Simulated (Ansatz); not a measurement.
# F on Pd(111): change of the work function, part 4 of 4

How does F on the fcc site change the work function of Pd(111) as the layer fills?

Ansatz 0.2.0; plane-wave DFT, PBE, Ansatz PAW.

So far, work function, upper face (eV): step 2 (the clean slab) 5.27; step 3 (37 atoms, coverage 0.111 ML, cell 3x3) 5.71; step 4 (17 atoms, coverage 0.25 ML, cell 2x2) 6.21.

### 5. The covered slab, k-mesh 6×6×1, coverage 0.5 ML (continued)

The steps of the relaxation:

```
step  energy less that of the first step (eV)  largest force component (eV/Å)
   1                                   0.0000                          3.6578
   2                                  -0.8936                          1.6281
   3                                  -1.2165                          0.2817
   4                                  -1.2622                          0.1597
   5                                  -1.2770                          0.0889
   6                                  -1.2827                          0.0768
   7                                  -1.2841                          0.0080
```

The run keeps the 4 symmetry operations that it works with, so distortions that break them were not tested.

The atoms that moved most (Å):

```
atom     dx      dy      dz  length
 F18  0.000   0.340   0.307   0.458
 F17  0.000   0.340   0.307   0.458
 Pd8  0.000   0.096  -0.039   0.104
Pd16  0.000   0.096  -0.039   0.104
Pd15  0.000  -0.002   0.046   0.046
 Pd7  0.000  -0.002   0.046   0.046
Pd11  0.000  -0.001  -0.039   0.039
 Pd3  0.000  -0.001  -0.039   0.039
```

Final coordinates:

```xyz
18
Lattice="5.5013 0.0000 0.0000 2.7506 4.7643 0.0000 0.0000 0.0000 26.0900" Properties=species:S:1:pos:R:3
Pd    0.0000    0.0000    9.0000
Pd    1.3753    0.7940   11.2459
Pd    2.7506    1.5869   13.5013
Pd    0.0000    0.0371   15.8376
Pd    1.3753    2.3821    9.0000
Pd    2.7506    3.1762   11.2459
Pd    4.1260    3.9686   13.5863
Pd    1.3753    2.4779   15.8042
Pd    2.7506    0.0000    9.0000
Pd    4.1260    0.7940   11.2459
Pd    5.5013    1.5869   13.5013
Pd    2.7506    0.0371   15.8376
Pd    4.1260    2.3821    9.0000
Pd    5.5013    3.1762   11.2459
Pd    6.8766    3.9686   13.5863
Pd    4.1260    2.4779   15.8042
F     1.3753    1.1340   17.3973
F     4.1260    1.1340   17.3973
```

The relaxation took 7 steps and lowered the energy by 1.3 eV; the largest force on the free atoms ends at 0.0080 eV/Å.

The covered face has 7.26 eV, +2.00 eV against the clean one; the bare back face has moved by -0.03 eV, a measure of how thin the slab is.

### 6. Adsorbate added, k-mesh 12×12×1, coverage 1 ML

System of this step: Pd4F (F/Pd(111)). The cell holds 5 atoms: 4 Pd and 1 F. Cell: a = 2.751 Å, b = 2.751 Å, c = 26.090 Å, α = 90.0°, β = 90.0°, γ = 60.0°. Vacuum lies along c.

Another coverage, to see how the dipoles act on each other as their distance changes.

input.yaml reads:

```yaml
crystal:
  lattice:
    - [2.7506453788, 0.0, 0.0]
    - [1.3753226894, 2.3821287749, 0.0]
    - [0.0, 0.0, 26.090029896]
  atoms:
    - { symbol: Pd, position: [0.0, 0.0, 0.3449593594] }
    - { symbol: Pd, position: [0.3333333333, 0.3333333333, 0.4310417655] }
    - { symbol: Pd, position: [0.6666666667, 0.6666666667, 0.5189677758] }
    - { symbol: Pd, position: [0.0, 0.0, 0.607267236] }
    - { symbol: F, position: [0.3333333333, 0.3333333333, 0.6550406406] }
kpoints:
  mp_grid: { grid: [12, 12, 1] }
hamiltonian:
  xc: pbe
scf:
  occupations: { method: fermi_dirac, width: 0.1 }
  convergence: { dr2_threshold: 1.0e-08 }
efield:
  axis: 3
  dipole_correction: true
  ramp_position: 0.97
  ramp_width: 0.06
relax:
  f_tol: 0.02
  max_steps: 60
  constraints: [{ sites: [0, 1] }]
output:
  write_potential: true
  write_density: true
  volumetric_format: npy
```

Started as:

```console
$ ansatz run input.yaml --threads 4 --pin off --max-ram 16384MiB --backend cpu --events-out ev --progress --plain --runs-dir out
```

Numbers of over 12 decimals in the logs are rounded to 6 here.

What it wrote:

```text
[...]
Crystal: 5 atoms, lattice volume = 170.952 Å³
Basis set: ecut = 420 eV, 3345 PW (Γ), exchange–correlation on 40×40×360 points (8 copies of the dense FFT grid, shifted against one another)
Bands: 48, of which v1, the nominal top of the filled ones, is band 40 counted from 1 (39 counted from 0)
Symmetry: 6 space group operations
[...]
F+E_penalty+E_count = -28697.34266022 eV   max|allowed force component| = 8.067e-4 eV/Å
  atoms:
[...]
- { symbol: Pd, position: [0.333333, 0.333333, 0.4310417655] }
    - { symbol: Pd, position: [0.666667, 0.666667, 0.518699] }
    - { symbol: Pd, position: [-1.897999709640242e-17, -1.480297366145333e-17, 0.603832] }
    - { symbol: F, position: [0.333333, 0.333333, 0.662864] }
[key lines of the parts left out:]
SCF converged after 10 iterations
Free energy (F): -28697.342660 eV
Fermi energy:    2.782882 eV
Dipole field:    D = -0.129486 V/Å  (p = -0.122331 e·Å, saw-weighted, corrected)
Work function:   Φ+ = 8.6102 eV   Φ− = 5.2318 eV
```

It took 25 s on 4 threads of Arm Neoverse V1, shared host; peak memory 0.51 GiB; 97 s of CPU time.

Relaxation path:

```
step  energy less that of the first step (eV)  largest force component (eV/Å)
   1                                   0.0000                          4.1677
   2                                  -0.4188                          1.5643
   3                                  -0.5228                          0.1793
   4                                  -0.5243                          0.0292
   5                                  -0.5243                          0.0008
```

Forces are held to the 6 operations that the run works with; a distortion that breaks them can't arise in this run.

The atoms that moved most (Å):

```
atom     dx     dy      dz  length
  F5  0.000  0.000   0.204   0.204
 Pd4  0.000  0.000  -0.090   0.090
 Pd3  0.000  0.000  -0.007   0.007
```

The relaxed structure:

```xyz
5
Lattice="2.7506 0.0000 0.0000 1.3753 2.3821 0.0000 0.0000 0.0000 26.0900" Properties=species:S:1:pos:R:3
Pd    0.0000    0.0000    9.0000
Pd    1.3753    0.7940   11.2459
Pd    2.7506    1.5881   13.5329
Pd    0.0000    0.0000   15.7540
F     1.3753    0.7940   17.2941
```

The relaxation took 5 steps and lowered the energy by 0.52 eV; the largest force on the free atoms ends at 8.1e-4 eV/Å.

The covered face has 8.61 eV, +3.34 eV against the clean one; the bare back face has moved by -0.02 eV, a measure of how thin the slab is.

### 7. Work function against coverage

This step: plane-wave DFT, PBE, Ansatz PAW; work function against coverage (Ansatz 0.2.0).

The runs are now put side by side.

Numbers from this step:

```
work function of the clean face     : 5.268 eV
largest change of the work function : 3.342 eV
```

Table of work function of the covered face by coverage:

```
coverage (adsorbates/nm²)  work function of the covered face (eV)
                     0.00                                    5.27
                     1.70                                    5.71
                     3.82                                    6.21
                     7.63                                    7.26
                    15.26                                    8.61
```

The dipole per adsorbate comes from the change of the cell's dipole. Coverage, by row:

```
coverage (1/nm²)  coverage (ML)  work function (eV)  change (eV)  dipole per adsorbate, positive end outwards (debye)  mean height of the added atoms over the highest substrate atom (Å)
           1.696         0.1111               5.706       0.4376                                               -0.693                                                               1.568
           3.815           0.25               6.209        0.941                                               -0.669                                                               1.569
           7.631            0.5               7.264        1.996                                               -0.703                                                                1.56
           15.26              1                8.61        3.342                                               -0.584                                                                1.54
```

### 8. Summary of results

- work function of the clean face: 5.27 eV
- work function at 0.11 ML: 5.71 eV
- work function at 0.25 ML: 6.21 eV
- work function at 0.5 ML: 7.26 eV
- work function at 1 ML: 8.61 eV
- dipole per adsorbate at 0.11 ML, positive end outwards: -0.69 D

What this shows: F raises the work function of Pd(111) at the lowest coverage, by 0.44 eV: the adsorbate layer has its negative end outwards. The slab has 4 layers, at the tabulated experimental lattice constant, one starting site was run, and quantum-size effects of a slab this thin can reach one or two tenths of an eV.

[Logs are printed without paths, hosts, clocks, repeated set-up lines and the standing remarks that a program may print on its own settings, such as how far it seeks lower states.]

[Hosts, paths, dates, database ids (printed as entryN), source tags and the programs' standing remarks are cut or masked in the printed files.]

[Maps of the electrostatic potential energy from Ansatz leave out the sawtooth potential of an applied field or a dipole correction, so their vacuum need not be flat; planar profiles and work functions include it.]
